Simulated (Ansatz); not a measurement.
## Y2Ti2S2O5 (I4/mmm): converging the G0W0 gap

Wanted: a G0W0 gap for Y2Ti2S2O5 (I4/mmm) that is converged in bands and cutoff, or an estimate of the limit.

Method: G0W0 on r2SCAN, plane waves, PAW; PAW set soft_1, in Ansatz 0.2.0.

### 1. Set-up

Symmetry: I4/mmm, No. 139, tetragonal system. The conventional cell has a = 3.796 Å, b = 3.796 Å, c = 23.091 Å, α = 90.00°, β = 90.00°, γ = 90.00°. Y has 4 O at 2.46 Å and 5 S at 2.83 to 2.96 Å nearest. Nearest to Ti lie 5 O at 1.81 to 1.96 Å and 1 S at 2.93 Å. Nearest to S lie 5 Y at 2.83 to 2.96 Å and 1 Ti at 2.93 Å. O has 2 Ti at 1.81 Å nearest. Nearest to O lie 2 Ti at 1.96 Å and 2 Y at 2.46 Å. Farther neighbours and most contacts between anions are not listed.

The cell and positions are those that the Materials Project relaxed with its own functionals (PBE, PBE+U or r2SCAN), kept fixed.

### 2. 125 empty bands, screening to 48 eV

G0W0 replaces the xc potential by the self-energy, built once from these orbitals. Only a window of levels is corrected, while the sums run over the empty bands that the input names. This step takes PAW set soft_1 files.

Input file input.yaml:

```yaml
crystal:
  lattice:
    - [-1.898002, 1.898002, 11.54533]
    - [1.898002, -1.898002, 11.54533]
    - [1.898002, 1.898002, -11.54533]
  atoms:
    - { symbol: "Y", position: [0.666698, 0.666698, 0.0] }
    - { symbol: "Y", position: [0.333302, 0.333302, 0.0] }
    - { symbol: Ti, position: [0.921493, 0.921493, 0.0] }
    - { symbol: Ti, position: [0.078507, 0.078507, 0.0] }
    - { symbol: S, position: [0.794752, 0.794752, 0.0] }
    - { symbol: S, position: [0.205248, 0.205248, 0.0] }
    - { symbol: O, position: [0.0, 0.0, 0.0] }
    - { symbol: O, position: [0.900805, 0.400805, 0.5] }
    - { symbol: O, position: [0.599195, 0.099195, 0.5] }
    - { symbol: O, position: [0.400805, 0.900805, 0.5] }
    - { symbol: O, position: [0.099195, 0.599195, 0.5] }
kpoints:
  mp_grid: { grid: [6, 6, 6] }
hamiltonian:
  xc: r2scan
  pseudopotentials: { kind: paw, azcp: { folder: soft_1 } }
scf:
  occupations: { method: fixed }
gw:
  n_empty_bands: 125
  ecut_chi: 48
  qp_bands: [v3, c3]
  qp_kpoints: band_edges
  screening: { model: contour_deformation }
```

The run is started by

```console
ansatz run input.yaml --threads 24 --pin off --max-ram 110592MiB --backend cuda --events-out ev --progress --plain --runs-dir out --devices 1 --max-vram 157GiB
```

Numbers of over 12 decimals in the logs are rounded to 6 here.

The log of the run:

```text
GPUs: using 1 of 1 available (devices: 1).
Engine: ansatz 0.2.0, aarch64-unknown-linux-gnu
Pseudopotentials: kind: paw
Pseudopotential: Y, paw, valence charge 11, recommended cutoff 500 eV (meta_gga), soft_1/Y.paw.azcp
Pseudopotential: Ti, paw, valence charge 12, recommended cutoff 500 eV (meta_gga), soft_1/Ti.paw.azcp
Pseudopotential: S, paw, valence charge 6, recommended cutoff 500 eV (meta_gga), soft_1/S.paw.azcp
Pseudopotential: O, paw, valence charge 6, recommended cutoff 500 eV (meta_gga), soft_1/O.paw.azcp
Functional definition: r2SCAN
  parameter k0 = 0.174
  parameter k1 = 0.065
  parameter a1 = 4.9479
  exchange = r2scan_x(k0 = k0, k1 = k1, a1 = a1)
  correlation = r2scan_c
[...]
Crystal: 11 atoms, lattice volume = 166.364 Å³
Basis set: ecut = 500 eV, 4231 PW (Γ), exchange–correlation on 360×360×360 points (64 copies of the dense FFT grid, shifted against one another)
Bands: 55, of which v1, the nominal top of the filled ones, is band 44 counted from 1 (43 counted from 0)
Symmetry: 16 space group operations
Space group: I4/mmm (ITA 139), of the structure as read, at distance tolerance 5.5e-5 Å
k-points: 30 of 216
Non-local potential: Y, projectors of the file, l = 0: 3, l = 1: 2, l = 2: 2, l = 3: 1
Non-local potential: Ti, projectors of the file, l = 0: 3, l = 1: 2, l = 2: 3, l = 3: 1
Non-local potential: S, projectors of the file, l = 0: 2, l = 1: 2, l = 2: 1
Non-local potential: O, projectors of the file, l = 0: 2, l = 1: 2, l = 2: 1
PAW form: soft (Blöchl's): semilocal exchange-correlation on the pseudo side does not see the compensation charge
PAW frozen core: Y, regenerated for the run's functional (the file was generated under x = pbe(κ = 0.804, μ = 0.219515), c = pbe(β = 0.066725))
PAW frozen core: Ti, regenerated for the run's functional (the file was generated under x = pbe(κ = 0.804, μ = 0.219515), c = pbe(β = 0.066725))
PAW frozen core: S, regenerated for the run's functional (the file was generated under x = pbe(κ = 0.804, μ = 0.219515), c = pbe(β = 0.066725))
PAW frozen core: O, regenerated for the run's functional (the file was generated under x = pbe(κ = 0.804, μ = 0.219515), c = pbe(β = 0.066725))
PAW one-centre angular grid: Y, 590 points (default); XC on 160 Gauss nodes
PAW one-centre angular grid: Ti, 590 points (default); XC on 160 Gauss nodes
PAW one-centre angular grid: S, 302 points (default); XC on 160 Gauss nodes
[...]
Initial density: superposition of atomic densities (chi_scale 0.1, normalization cell, long waves of neutral atoms (reshape's long-wave potential 2.92 eV rms, cloud 2.95 Å wide))
Initial wavefunctions: pseudopotential atomic-orbital guess
[...]
Functional: x = r2scan, c = r2scan; τ floored in thin density (d = 2e-4 eV/Å³)
SCF iter   1: F=—  HF=-17406.018195 eV  |F-HF|=—  |Δ(HF+E_count)|=         —  Δρ=4.89e-2  dr2=1.19e1  dr2_τ=5.30e-1  ethr=3.10e-3  ⟨swp⟩=5.4  Hψ=5680  notcnv=0  defer=233
preconditioner: auto → Resta (q_TF=auto, 2.454 Å⁻¹)  ε∞=4.0  [insulator: Δε(μ)=2.457 eV  Ē_g=13.599 eV  n_scr=44 (ndim 8)  ℏωp=23.7 eV  f_vac=0.046  ε∞_Penn≈4.0]
SCF iter   2: F=—  HF=-17404.930590 eV  |F-HF|=—  |Δ(HF+E_count)|=    1.09e0  Δρ=2.41e-2  dr2=1.69e0  dr2_τ=7.99e-2  ethr=3.10e-3  ⟨swp⟩=3.8  Hψ=3629  notcnv=0  defer=225
SCF iter   3: F=—  HF=-17404.965950 eV  |F-HF|=—  |Δ(HF+E_count)|=   3.54e-2  Δρ=1.08e-2  dr2=2.38e-1  dr2_τ=1.12e-2  ethr=1.92e-3  ⟨swp⟩=2.1  Hψ=2564  notcnv=0  defer=221
SCF iter   4: F=—  HF=-17405.006688 eV  |F-HF|=—  |Δ(HF+E_count)|=   4.07e-2  Δρ=1.12e-2  dr2=1.97e-1  dr2_τ=2.07e-2  ethr=2.70e-4  ⟨swp⟩=2.0  Hψ=2849  notcnv=0  defer=246
SCF iter   5: F=—  HF=-17404.978170 eV  |F-HF|=—  |Δ(HF+E_count)|=   2.85e-2  Δρ=1.97e-3  dr2=8.53e-3  dr2_τ=5.26e-4  ethr=2.24e-4  ⟨swp⟩=2.0  Hψ=2416  notcnv=0  defer=250
SCF iter   6: F=—  HF=-17404.980904 eV  |F-HF|=—  |Δ(HF+E_count)|=   2.73e-3  Δρ=6.98e-4  dr2=1.42e-3  dr2_τ=8.68e-5  ethr=9.69e-6  ⟨swp⟩=2.0  Hψ=2790  notcnv=0  defer=263
[...]
SCF iter   9: F=—  HF=-17404.981775 eV  |F-HF|=—  |Δ(HF+E_count)|=   5.11e-6  Δρ=4.00e-5  dr2=3.41e-6  dr2_τ=2.05e-7  ethr=9.60e-8  ⟨swp⟩=2.0  Hψ=2301  notcnv=0  defer=130
[...]
SCF 1 converged in 11 iterations: F = -17404.981780 eV  dr2 = 1.37e-8
[...]
SCF converged after 11 iterations
[...]
17    45      9.9416   -13.2885    -6.1999   -21.1985  0.7298    11.7267    11.6517  root
    17    46      9.9646   -13.2981    -6.2458   -21.2602  0.7289    11.7574    11.6810  root
    17    47     10.2666   -13.6800    -6.1003   -21.5223  0.7302    12.0903    12.0086  root
    19    42      7.3922   -18.6014     2.7661   -15.8022  0.7725     7.3591     7.3591  root
    19    43      7.9225   -18.5281     2.5883   -15.9076  0.7809     7.8902     7.8902  root
    19    44      8.0712   -19.1390     2.6379   -16.5752  0.7763     8.1453     8.1454  root
    19    45     10.1669   -13.7222    -6.1113   -21.6035  0.7319    12.0190    11.9369  root
    19    46     10.2052   -13.4355    -6.2956   -21.4479  0.7248    12.0035    11.9221  root
    19    47     10.2269   -13.5681    -6.2732   -21.5621  0.7242    12.0301    11.9477  root
    20    42      7.0021   -18.5886     2.8660   -15.6707  0.7699     6.9502     6.9502  root
    20    43      7.4918   -18.8355     2.7168   -16.1363  0.7711     7.5094     7.5094  root
    20    44      7.5611   -19.1457     2.8084   -16.3674  0.7714     7.5912     7.5912  root
    20    45     10.3569   -14.1313    -5.9561   -21.8414  0.7254    12.1992    12.1109  root
    20    46     10.8020   -13.9760    -6.2417   -21.9069  0.7167    12.5876    12.4911  root
    20    47     10.8945   -13.8516    -6.6558   -22.2468  0.7076    12.7390    12.6340  root ?
    21    42      7.2546   -18.6597     2.8370   -15.7882  0.7699     7.2201     7.2201  root
    21    43      7.5106   -18.8719     2.8080   -16.0228  0.7746     7.4694     7.4695  root
    21    44      7.6199   -18.8988     2.6406   -16.3166  0.7719     7.6781     7.6782  root
    21    45     10.1364   -13.8407    -6.0402   -21.6552  0.7308    11.9933    11.9107  root
    21    46     10.3673   -13.7878    -6.1472   -21.6684  0.7265    12.1857    12.1007  root
    21    47     10.7241   -13.7644    -6.4959   -21.9921  0.7137    12.5519    12.4559  root
    22    42      7.4015   -18.4974     2.7081   -15.7665  0.7750     7.3787     7.3787  root
    22    43      7.5059   -19.9777     3.1022   -16.9169  0.7689     7.5472     7.5473  root
    22    44      7.9292   -18.6074     2.5348   -16.1060  0.7769     7.9627     7.9627  root
    22    45     10.1702   -13.7895    -5.9722   -21.5109  0.7309    11.9998    11.9194  root
[...]
28    46     10.2042   -13.4183    -6.3072   -21.4427  0.7247    12.0030    11.9215  root
    28    47     10.2279   -13.5866    -6.2610   -21.5681  0.7244    12.0308    11.9485  root
    29    42      8.0157   -18.9650     2.7587   -16.1815  0.7751     7.9909     7.9909  root
    29    43      8.3784   -18.7179     2.5438   -16.1811  0.7850     8.3854     8.3854  root
    29    44      8.3784   -18.7179     2.5438   -16.1811  0.7850     8.3854     8.3854  root
    29    45      9.5394   -12.6917    -6.2560   -20.6474  0.7372    11.3049    11.2391  root
    29    46      9.5604   -12.7126    -6.2732   -20.6893  0.7367    11.3304    11.2640  root
    29    47     10.7563   -13.9003    -6.1740   -21.7516  0.7187    12.5263    12.4336  root
```

It took 51 s on 1 × NVIDIA GB200 with 24 threads of Arm Neoverse V2, shared host; peak memory 3.9 GiB.

This step gave:

```yaml
bands_summed: 169
rpa_eps_infinity_on_this_mesh_eigenvalues: 5.784, 5.784, 5.877
plane_waves_in_the_screening_matrix: 117
q_points_in_the_mesh: 216
g0w0_gap_on_the_mesh: 2.850 eV
k_of_the_valence_top: 0, 0, 0
k_of_the_conduction_bottom: 0, 0, 0
starting_gap_on_the_mesh: 1.159 eV
z_at_the_valence_top: 0.7850
z_at_the_conduction_bottom: 0.7373
least_direct_g0w0_gap_on_the_computed_points: 2.850 eV
```

The gap on the mesh goes from 1.16 eV to 2.85 eV, a correction of +1.69 eV. Between the two edge states, bare exchange in place of the xc potential would open the gap by 10.49 eV, and correlation takes back 8.80 eV.

### 3. 355 empty bands, screening to 96 eV

Another rung: the empty bands reach about as high as the screening cutoff, so the two stay in balance.

Edit input.yaml of step 2 so:

```diff
@@ -25,4 +25,4 @@
 gw:
-  n_empty_bands: 125
-  ecut_chi: 48
+  n_empty_bands: 355
+  ecut_chi: 96
   qp_bands: [v3, c3]
```

The log of the run:

```text
GPUs: using 1 of 1 available (devices: 1).
[...]
Crystal: 11 atoms, lattice volume = 166.364 Å³
Basis set: ecut = 500 eV, 4231 PW (Γ), exchange–correlation on 360×360×360 points (64 copies of the dense FFT grid, shifted against one another)
Bands: 55, of which v1, the nominal top of the filled ones, is band 44 counted from 1 (43 counted from 0)
Symmetry: 16 space group operations
[...]
k-points: 30 of 216
[...]
SCF iter   1: F=—  HF=-17406.018195 eV  |F-HF|=—  |Δ(HF+E_count)|=         —  Δρ=4.89e-2  dr2=1.19e1  dr2_τ=5.30e-1  ethr=3.10e-3  ⟨swp⟩=5.4  Hψ=5680  notcnv=0  defer=233
[...]
SCF iter   6: F=—  HF=-17404.980904 eV  |F-HF|=—  |Δ(HF+E_count)|=   2.73e-3  Δρ=6.98e-4  dr2=1.42e-3  dr2_τ=8.68e-5  ethr=9.69e-6  ⟨swp⟩=2.0  Hψ=2790  notcnv=0  defer=263
[...]
SCF iter   9: F=—  HF=-17404.981775 eV  |F-HF|=—  |Δ(HF+E_count)|=   5.11e-6  Δρ=4.00e-5  dr2=3.41e-6  dr2_τ=2.05e-7  ethr=9.60e-8  ⟨swp⟩=2.0  Hψ=2301  notcnv=0  defer=130
[...]
SCF 1 converged in 11 iterations: F = -17404.981780 eV  dr2 = 1.37e-8
[...]
SCF converged after 11 iterations
[...]
19    45     10.1669   -13.7222    -6.5653   -21.6035  0.7256    11.5236    11.4829  root
    19    46     10.2052   -13.4355    -6.7534   -21.4479  0.7180    11.5037    11.4642  root
    19    47     10.2269   -13.5681    -6.7300   -21.5621  0.7174    11.5310    11.4909  root
    20    42      7.0021   -18.5886     2.5167   -15.6707  0.7633     6.5980     6.6009  root
    20    43      7.4918   -18.8355     2.3765   -16.1363  0.7637     7.1675     7.1691  root
    20    44      7.5611   -19.1457     2.4701   -16.3674  0.7638     7.2515     7.2529  root
    20    45     10.3569   -14.1313    -6.4016   -21.8414  0.7186    11.7090    11.6654  root
    20    46     10.8020   -13.9760    -6.6700   -21.9069  0.7099    12.1103    12.0629  root
[...]
29    44      8.3784   -18.7179     2.1500   -16.1811  0.7773     7.9898     7.9916  root
    29    45      9.5394   -12.6917    -6.7250   -20.6474  0.7310    10.8020    10.7701  root
    29    46      9.5604   -12.7126    -6.7431   -20.6893  0.7305    10.8263    10.7940  root
    29    47     10.7563   -13.9003    -6.6009   -21.7516  0.7120    12.0523    12.0066  root
```

The job ended after 1.8 min (1 × NVIDIA GB200 with 24 threads; peak memory 5.1 GiB; 5.1 min of CPU time).

This step gave:

```
bands summed                                 : 399
RPA ε∞ on this mesh (eigenvalues)            : 5.708, 5.708, 5.791
plane waves in the screening matrix          : 343
q-points in the mesh                         : 216
G0W0 gap on the mesh                         : 2.775 eV
k of the valence top                         : 0, 0, 0
k of the conduction bottom                   : 0, 0, 0
starting gap on the mesh                     : 1.159 eV
Z at the valence top                         : 0.7773
Z at the conduction bottom                   : 0.7312
least direct G0W0 gap on the computed points : 2.775 eV
```

Against the run with 6×6×6 mesh, 125 empty bands, screening to 48 eV, PAW set soft_1 files, the gap moves by −0.08 eV.

### 4. 764 empty bands, screening to 160 eV

Edit input.yaml of step 3 so:

```diff
@@ -25,4 +25,4 @@
 gw:
-  n_empty_bands: 355
-  ecut_chi: 96
+  n_empty_bands: 764
+  ecut_chi: 160.0
   qp_bands: [v3, c3]
```

The log of the run:

```text
GPUs: using 1 of 1 available (devices: 1).
[...]
Crystal: 11 atoms, lattice volume = 166.364 Å³
Basis set: ecut = 500 eV, 4231 PW (Γ), exchange–correlation on 360×360×360 points (64 copies of the dense FFT grid, shifted against one another)
Bands: 55, of which v1, the nominal top of the filled ones, is band 44 counted from 1 (43 counted from 0)
Symmetry: 16 space group operations
[...]
k-points: 30 of 216
[...]
19    45     10.1669   -13.7222    -6.8133   -21.6035  0.7223    11.2610    11.2349  root
    19    46     10.2052   -13.4355    -6.9869   -21.4479  0.7147    11.2561    11.2307  root
[...]
29    44      8.3784   -18.7179     1.9127   -16.1811  0.7752     7.7492     7.7543  root
    29    45      9.5394   -12.6917    -6.9492   -20.6474  0.7282    10.5672    10.5458  root
    29    46      9.5604   -12.7126    -6.9678   -20.6893  0.7277    10.5909    10.5693  root
    29    47     10.7563   -13.9003    -6.8488   -21.7516  0.7085    11.7869    11.7587  root
[key lines of the parts left out:]
SCF converged after 11 iterations
```

Elapsed: 4.1 min, on 1 × NVIDIA GB200 with 24 threads; peak memory 8.5 GiB.

This step gave:

| Quantity | Value |
| --- | --- |
| bands summed | 808 |
| RPA ε∞ on this mesh (eigenvalues) | 5.664, 5.664, 5.762 |
| plane waves in the screening matrix | 787 |
| G0W0 gap on the mesh | 2.788 eV |
| k of the valence top | 0, 0, 0 |
| k of the conduction bottom | 0, 0, 0 |
| starting gap on the mesh | 1.159 eV |
| least direct G0W0 gap on the computed points | 2.788 eV |

Against the run with 6×6×6 mesh, 355 empty bands, screening to 96 eV, PAW set soft_1 files, the gap moves by +0.013 eV.

[end of part 1 of 2]

[Paths, hosts, dates, memory and timing lines, banners, echoed tables and standing remarks are left out of the program output.]

[Logs are printed without paths, hosts, clocks, repeated set-up lines and the standing remarks that a program may print on its own settings, such as how far it seeks lower states.]

[Runs of the session that timed out or met a known fault of the program may be left out.]

[Cells called generated may have been cut or substituted from an entry of the Crystallography Open Database or the Materials Project.]

[Hosts, paths, dates, database ids (printed as entryN), source tags and the programs' standing remarks are cut or masked in the printed files.]
